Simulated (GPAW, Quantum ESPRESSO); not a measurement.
# MgO (Periclase, Fm-3m): the Mg K absorption edge, part 2 of 2

Aim: the Mg K edge of MgO (Periclase, Fm-3m) by two routes, a Lanczos recursion (XSpectra) and a sum over empty bands (GPAW), to see which features are robust.

Quantum ESPRESSO 7.5 and GPAW 26.7.0; core-hole supercells, plane-wave PAW PBE.

So far. Step 12 (Ground state of the crystal (GPAW)): The mesh shows a gap of 4.74 eV, so the hole is first treated in a charged cell, without the excited electron. Step 13 (Spectrum without a core hole, Mg atom 1 (GPAW)): Main maxima below 24 eV (height): 4.8 eV (0.77), 12.4 eV (3.27) and 23.2 eV (1.19). 

The database entry behind the starting cell differs from later determinations by our own check (about 0.1 % long), so it need not match the best structure at ambient conditions.

## 14. Reference energy of the supercell (GPAW)

Total energies of two programs can't be mixed, so the cell and mesh of GPAW's hole run get a reference energy of their own.

The input, scf.py:

```python
import numpy as np
from ase import Atoms
from ase.parallel import parprint, paropen
from gpaw import GPAW, PW, FermiDirac, Mixer, MixerDif, setup_paths
from gpaw.test import gen
setup_paths.insert(0, '.')
gen('Mg', name='nch1s', xcname='PBE', corehole=(1, 0, 0), write_xml=True)
from gpaw.mpi import world
world.barrier()

atoms = Atoms('Mg13O13',
    cell=[[0, 6.3255, 2.1085],
     [-6.3255, -2.1085, 0],
     [-2.1085, 0, 6.3255]],
    scaled_positions=[[0, 0, 0],
     [0.07692308, 0.23076923, 0.30769231],
     [0.76923077, 0.30769231, 0.07692308],
     [0.38461538, 0.15384615, 0.53846154],
     [0.53846154, 0.61538462, 0.15384615],
     [0.15384615, 0.46153846, 0.61538462],
     [0.69230769, 0.07692308, 0.76923077],
     [0.30769231, 0.92307692, 0.23076923],
     [0.84615385, 0.53846154, 0.38461538],
     [0.46153846, 0.38461538, 0.84615385],
     [0.61538462, 0.84615385, 0.46153846],
     [0.23076923, 0.69230769, 0.92307692],
     [0.92307692, 0.76923077, 0.69230769],
     [0.19230769, 0.57692308, 0.26923077],
     [0.26923077, 0.80769231, 0.57692308],
     [0.96153846, 0.88461538, 0.34615385],
     [0.57692308, 0.73076923, 0.80769231],
     [0.73076923, 0.19230769, 0.42307692],
     [0.34615385, 0.03846154, 0.88461538],
     [0.88461538, 0.65384615, 0.03846154],
     [0.5, 0.5, 0.5],
     [0.03846154, 0.11538462, 0.65384615],
     [0.65384615, 0.96153846, 0.11538462],
     [0.80769231, 0.42307692, 0.73076923],
     [0.42307692, 0.26923077, 0.19230769],
     [0.11538462, 0.34615385, 0.96153846]],
    pbc=True)
atoms.calc = calc = GPAW(legacy_gpaw=True, mode=PW(500, force_complex_dtype=True), xc='PBE', setups={0: 'nch1s'},
    kpts={'size': (3, 3, 3), 'gamma': True}, occupations=FermiDirac(0.02),
    charge=0, mixer=Mixer(0.1, 5, 50), maxiter=150,
    convergence={'density': 0.0001, 'eigenstates': 1e-6}, txt='scf.txt')
energy = atoms.get_potential_energy() + calc.get_reference_energy()
ef = calc.get_fermi_level()
out = dict(energy=energy, fermi=ef, forces=atoms.get_forces().tolist())
parprint(f'all-electron energy {energy:.4f} eV, Fermi level {ef:.4f} eV')
ev = np.array([[calc.get_eigenvalues(k, s) for k in range(len(calc.get_ibz_k_points()))] for s in range(calc.get_number_of_spins())])
out['homo'], out['lumo'], out['counts'] = ev[ev < ef].max(), ev[ev > ef].min(), sorted(set((ev < ef).sum((0, 2)).tolist()))
out['filled'] = (ev[:, 0] < ef).sum(1).tolist()
import json
with paropen('out.json', 'w') as f:
    json.dump(out, f)
```

On the command line:

```
$ OMP_NUM_THREADS=1 mpirun -n 4 gpaw python scf.py
```

Wall time 58 s (4 MPI ranks of Arm Neoverse V1, shared host); peak memory 0.32 GiB; 3.9 min of CPU time.

Reference energy: -97529.629 eV with the cores included.

## 15. Spectrum with FCH, Mg atom 1 (GPAW)

The holes are 6.7 Å apart. The excited electron is left out and a uniform background balances the charge. After the field has converged, empty bands are computed with the density fixed and the dipole matrix elements are summed.

The input, xas.py:

```python
import numpy as np
from ase import Atoms
from ase.parallel import parprint, paropen
from gpaw import GPAW, PW, FermiDirac, Mixer, MixerDif, setup_paths
from gpaw.test import gen
setup_paths.insert(0, '.')
gen('Mg', name='fch1s', xcname='PBE', corehole=(1, 0, 1), write_xml=True)
from gpaw.mpi import world
world.barrier()

atoms = Atoms('Mg13O13',
    cell=[[0, 6.3255, 2.1085],
     [-6.3255, -2.1085, 0],
     [-2.1085, 0, 6.3255]],
    scaled_positions=[[0, 0, 0],
     [0.07692308, 0.23076923, 0.30769231],
     [0.76923077, 0.30769231, 0.07692308],
     [0.38461538, 0.15384615, 0.53846154],
     [0.53846154, 0.61538462, 0.15384615],
     [0.15384615, 0.46153846, 0.61538462],
     [0.69230769, 0.07692308, 0.76923077],
     [0.30769231, 0.92307692, 0.23076923],
     [0.84615385, 0.53846154, 0.38461538],
     [0.46153846, 0.38461538, 0.84615385],
     [0.61538462, 0.84615385, 0.46153846],
     [0.23076923, 0.69230769, 0.92307692],
     [0.92307692, 0.76923077, 0.69230769],
     [0.19230769, 0.57692308, 0.26923077],
     [0.26923077, 0.80769231, 0.57692308],
     [0.96153846, 0.88461538, 0.34615385],
     [0.57692308, 0.73076923, 0.80769231],
     [0.73076923, 0.19230769, 0.42307692],
     [0.34615385, 0.03846154, 0.88461538],
     [0.88461538, 0.65384615, 0.03846154],
     [0.5, 0.5, 0.5],
     [0.03846154, 0.11538462, 0.65384615],
     [0.65384615, 0.96153846, 0.11538462],
     [0.80769231, 0.42307692, 0.73076923],
     [0.42307692, 0.26923077, 0.19230769],
     [0.11538462, 0.34615385, 0.96153846]],
    pbc=True)
atoms.calc = calc = GPAW(legacy_gpaw=True, mode=PW(500, force_complex_dtype=True), xc='PBE', setups={0: 'fch1s'},
    kpts={'size': (3, 3, 3), 'gamma': True}, occupations=FermiDirac(0.02),
    charge=0, mixer=Mixer(0.1, 5, 50), maxiter=150,
    convergence={'density': 0.0001, 'eigenstates': 1e-6}, txt='scf.txt')
energy = atoms.get_potential_energy() + calc.get_reference_energy()
ef = calc.get_fermi_level()
out = dict(energy=energy, fermi=ef, forces=atoms.get_forces().tolist())
parprint(f'all-electron energy {energy:.4f} eV, Fermi level {ef:.4f} eV')
ev = np.array([[calc.get_eigenvalues(k, s) for k in range(len(calc.get_ibz_k_points()))] for s in range(calc.get_number_of_spins())])
out['homo'], out['lumo'], out['counts'] = ev[ev < ef].max(), ev[ev > ef].min(), sorted(set((ev < ef).sum((0, 2)).tolist()))
out['filled'] = (ev[:, 0] < ef).sum(1).tolist()

from ase.units import Ha
from gpaw.xas import dipole_matrix_elements
nb = int(calc.get_number_of_electrons() / 2) + 148
top, nb = nb, nb + 8 + nb // 12
nscf = calc.fixed_density(kpts={'size': (4, 4, 4), 'gamma': True}, nbands=nb,
    convergence={'bands': top, 'eigenstates': 5e-3}, maxiter=60, txt='nscf.txt')
cell = atoms.cell.array
ops = [cell.T @ U.T @ np.linalg.inv(cell.T) for U in nscf.wfs.kd.symmetry.op_scc]
filled = [104]  # bands filled in the ground state, by spin
E = np.arange(-6, 34, 0.1)
fwhm = np.interp(E, [4, 25], [0.9, 3.5])
Y, X, zero, highest = 0, 0, 1e9, 1e9
for spin in range(nscf.get_number_of_spins()):
    wfs = nscf.wfs
    mine = wfs.bd.get_slice()  # this rank's bands
    A = dipole_matrix_elements(wfs.setups[0])
    eps = np.zeros((wfs.kd.nibzkpts, nb))
    d = np.zeros((3, A.shape[1], wfs.kd.nibzkpts, nb), complex)
    for kpt in wfs.kpt_u:
        if kpt.s == spin and 0 in kpt.P_ani:
            eps[kpt.k, mine] = kpt.eps_n * Ha
            d[:, :, kpt.k, mine] = (kpt.weight * wfs.nspins / 2) ** 0.5 * np.inner(A, kpt.P_ani[0])
    world.sum(eps)
    world.sum(d)
    T = np.einsum('amkn,bmkn->abkn', d, d.conj()).real
    T = sum(np.einsum('ai,ijkn,bj->abkn', R, T, R) for R in ops) / len(ops)
    empty = np.ones_like(eps, bool) & (np.arange(nb) >= filled[spin])
    zero, highest = min(zero, eps[empty].min()), min(highest, eps[:, top - 1].min())
    lines = [(eps, T, empty)] if spin == 0 else lines + [(eps, T, empty)]
for eps, T, empty in lines:
    f = np.einsum('aakn->akn', T).reshape(3, -1)
    x = eps.ravel() - zero
    w = np.interp(x, E, fwhm) / 2.35482
    g = np.exp(-0.5 * ((E[:, None] - x) / w) ** 2) / (w * (2 * np.pi) ** 0.5)
    Y = Y + (f * empty.ravel()) @ g.T
    X = X + (f * ~empty.ravel()) @ g.T
out.update(E=E.round(2).tolist(), xas=Y.tolist(), xes=X.tolist(), zero=zero, valid=highest - zero, nk=len(eps), nb=nb)
for i in range(0, len(E), 10):
    parprint(f'{E[i]:7.2f}', *(f'{v:10.3e}' for v in Y[:, i]))
import json
with paropen('out.json', 'w') as f:
    json.dump(out, f)
```

On the command line:

```
$ OMP_NUM_THREADS=1 mpirun -n 4 gpaw python xas.py
```

Elapsed: 3.9 min, on 4 MPI ranks; peak memory 0.6 GiB.

The Mg K spectrum, Mg atom 1, full core hole (charged cell) (energy from the lowest empty level; intensity scaled to a mean of 1 over the first 20 eV):

```
E (eV)  intensity
  -2.0       0.00
  -1.5       0.00
  -1.0       0.00
  -0.5       0.00
   0.0       0.00
   0.5       0.01
   1.0       0.02
   1.5       0.03
   2.0       0.09
   2.5       0.49
   3.0       1.43
   3.5       2.17
   4.0       2.16
   4.5       1.69
   5.0       1.23
   5.5       1.00
   6.0       0.92
   6.5       0.99
   7.0       1.26
   7.5       1.51
   8.0       1.68
   8.5       1.84
   9.0       1.96
   9.5       2.11
  10.0       2.30
  10.5       2.28
  11.0       2.03
  11.5       1.68
  12.0       1.32
  12.5       0.97
  13.0       0.69
  13.5       0.53
  14.0       0.46
  14.5       0.42
  15.0       0.39
  15.5       0.35
  16.0       0.33
  16.5       0.33
  17.0       0.35
  17.5       0.39
  18.0       0.45
  18.5       0.50
  19.0       0.56
  19.5       0.62
  20.0       0.67
  20.5       0.70
  21.0       0.72
  21.5       0.73
  22.0       0.72
  22.5       0.70
  23.0       0.67
  23.5       0.64
  24.0       0.59
  24.5       0.54
  25.0       0.49
  25.5       0.43
  26.0       0.38
  26.5       0.34
  27.0       0.30
  27.5       0.28
  28.0       0.27
  28.5       0.26
  29.0       0.25
```

Main maxima below 24 eV (height): 3.7 eV (2.23), 10.2 eV (2.33) and 21.4 eV (0.73). 

The hole costs E(hole) − E(ground) = 1306.67 eV, and the lowest empty level of the hole cell on the spectrum's mesh lies at 9.29 eV, which puts the zero at 1315.96 eV. With the free-atom term of -12.99 eV for this edge, the photon energy is 1302.97 eV.

## 16. Excitation energy, Mg atom 1 (GPAW)

Changed against the first core-hole run: core hole to XCH, with the smearing that suits a partly filled band.

scf.py: that of step 14 with these lines changed.

```diff
@@ -6,3 +6,3 @@
 setup_paths.insert(0, '.')
-gen('Mg', name='nch1s', xcname='PBE', corehole=(1, 0, 0), write_xml=True)
+gen('Mg', name='fch1s', xcname='PBE', corehole=(1, 0, 1), write_xml=True)
 from gpaw.mpi import world
@@ -41,5 +41,5 @@
     pbc=True)
-atoms.calc = calc = GPAW(legacy_gpaw=True, mode=PW(500, force_complex_dtype=True), xc='PBE', setups={0: 'nch1s'},
-    kpts={'size': (3, 3, 3), 'gamma': True}, occupations=FermiDirac(0.02),
-    charge=0, mixer=Mixer(0.1, 5, 50), maxiter=150,
+atoms.calc = calc = GPAW(legacy_gpaw=True, mode=PW(500, force_complex_dtype=True), xc='PBE', setups={0: 'fch1s'},
+    kpts={'size': (3, 3, 3), 'gamma': True}, occupations=FermiDirac(0.04),
+    charge=-1, mixer=Mixer(0.1, 5, 50), maxiter=150,
     convergence={'density': 0.0001, 'eigenstates': 1e-6}, txt='scf.txt')
```

On the command line:

```
$ OMP_NUM_THREADS=1 mpirun -n 4 gpaw python scf.py
```

It took 59 s on 4 MPI ranks; peak memory 0.32 GiB.

The total-energy difference is 1317.03 eV. With the free-atom term of -12.99 eV for this edge, the photon energy is 1304.04 eV.

## 17. The two programs side by side

The line shapes differ (Lorentzian half width 0.4 eV up to 4 eV, rising linearly to 1.75 eV at 25 eV (not a setting of the program: the run's 0.4 eV curve was folded afterwards with a further Lorentzian above 4 eV), against Gaussian full width 0.9 eV up to 4 eV, rising linearly to 3.5 eV at 25 eV), so both get a further Gaussian of 1.5 eV full width before they are compared; the Lorentzian tails remain.

```
E (eV)  XSpectra  GPAW
 -2.00      0.05  0.00
 -1.25      0.07  0.00
 -0.50      0.08  0.00
  0.25      0.11  0.01
  1.00      0.18  0.04
  1.75      0.34  0.20
  2.50      0.75  0.75
  3.25      1.30  1.55
  4.00      1.55  1.84
  4.75      1.38  1.50
  5.50      1.18  1.13
  6.25      1.16  1.06
  7.00      1.32  1.27
  7.75      1.52  1.57
  8.50      1.69  1.82
  9.25      1.81  2.04
 10.00      1.88  2.17
 10.75      1.76  2.05
 11.50      1.49  1.66
 12.25      1.16  1.17
 13.00      0.88  0.77
 13.75      0.70  0.54
 14.50      0.60  0.43
 15.25      0.55  0.38
 16.00      0.52  0.35
 16.75      0.52  0.35
 17.50      0.55  0.40
 18.25      0.60  0.48
 19.00      0.65  0.56
 19.75      0.70  0.64
 20.50      0.73  0.69
 21.25      0.74  0.72
 22.00      0.73  0.71
 22.75      0.71  0.68
 23.50      0.67  0.63
 24.25      0.62  0.57
 25.00      0.57  0.49
 25.75      0.51  0.41
 26.50      0.46  0.34
 27.25      0.43  0.30
 28.00      0.42  0.27
 28.75      0.41  0.26
```

```
                                                                          XSpectra         GPAW
                                                k mesh of the spectrum       4×4×4        4×4×4
                                                           cutoff (eV)         639          500
highest intensity below 16 eV after the common broadening, eV (height)  9.9 (1.88)  10.1 (2.17)
                                    zero, corrected photon energy (eV)      1303.0       1303.0
                                    core time, hole field and spectrum      26 min       15 min
```

## 18. What the core hole does

XSpectra's curves. Both curves are counted from their own zero, so only the shift of weight within the empty states shows.

```
E (eV)  no hole   FCH
  -2.0     0.02  0.03
  -1.0     0.03  0.05
   0.0     0.04  0.07
   1.0     0.06  0.12
   2.0     0.12  0.27
   3.0     0.33  1.14
   4.0     0.52  1.67
   5.0     0.63  1.19
   6.0     0.49  0.99
   7.0     0.56  1.28
   8.0     0.84  1.53
   9.0     0.98  1.70
  10.0     1.01  2.33
  11.0     1.46  1.86
  12.0     3.37  1.48
  13.0     2.79  0.69
  14.0     1.95  0.58
  15.0     1.28  0.49
  16.0     0.89  0.39
  17.0     0.69  0.43
  18.0     0.91  0.56
  19.0     0.88  0.65
  20.0     0.95  0.84
  21.0     1.33  0.89
  22.0     1.22  0.94
  23.0     1.34  0.78
  24.0     1.47  0.82
  25.0     1.22  0.68
  26.0     0.65  0.38
  27.0     0.75  0.38
  28.0     0.60  0.38
  29.0     0.57  0.42
  30.0     0.61  0.36
  31.0     0.39  0.32
  32.0     0.47  0.32
```

With each curve scaled to its own mean, the area from −2 to 6 eV with the hole is 5.0 against 2.0, and the centre of weight from −1 to 20 eV moves by -2.6 eV: the hole pulls the absorber's empty states down.

## 19. Outcome

- absorber and edge: Mg K, atom 1 of the ground-state input (counted from 1)
- surroundings: 6 O at 2.11 Å (octahedral, site symmetry m-3m)
- highest intensity below 16 eV (XSpectra, narrow line): 10.3 eV above the zero, height 2.42
- photon energy of the zero, with the added terms: 1303.0 eV (raw 1316.0 eV; uncertain by a few eV)

**Reading.** The two programs agree on the overall shape: 13 % r.m.s. remains over the first 14 eV after a relative shift of 0.0 eV, and their photon-energy zeros differ by 0.0 eV. What differs may come from the PAW partial waves, meshes, cutoffs and line shapes. In XSpectra the Mg K edge of atom 1, with 6 O at 2.11 Å (octahedral, site symmetry m-3m), has its highest intensity of the first 16 eV at 10.3 eV above the zero, near 1313 eV in photon energy (uncertain by a few eV), 2.4 times the mean level of the first 20 eV (Lorentzian half width 0.4 eV). In XSpectra: With each curve scaled to its own mean, the area from −2 to 6 eV with the hole is 5.0 against 2.0, and the centre of weight from −1 to 20 eV moves by -2.6 eV: the hole pulls the absorber's empty states down. In GPAW: With each curve scaled to its own mean, the area from −2 to 6 eV with the hole is 5.4 against 2.1, and the centre of weight from −1 to 20 eV moves by -2.9 eV: the hole pulls the absorber's empty states down. In XSpectra the neutral-cell energy lies +1.1 eV from the charged-cell zero, a gap made of the charged-cell error and of where the added electron settles. In GPAW the neutral-cell energy lies +1.1 eV from the charged-cell zero, a gap made of the charged-cell error and of where the added electron settles. The structure is a published determination, not relaxed.

[Logs are printed without paths, hosts, clocks, repeated set-up lines and the standing remarks that a program may print on its own settings, such as how far it seeks lower states.]

[Hosts, paths, dates, database ids (printed as entryN), source tags and the programs' standing remarks are cut or masked in the printed files.]

[Lists of maxima count a maximum above −3 eV only where it reaches 4 % of the highest in the window and stands out from its surroundings by 2 % of it (1.5 % where it reaches 55 %); shoulders and weaker maxima are passed over, and of the rest the first, up to two pre-edge ones and the few strongest are named.]
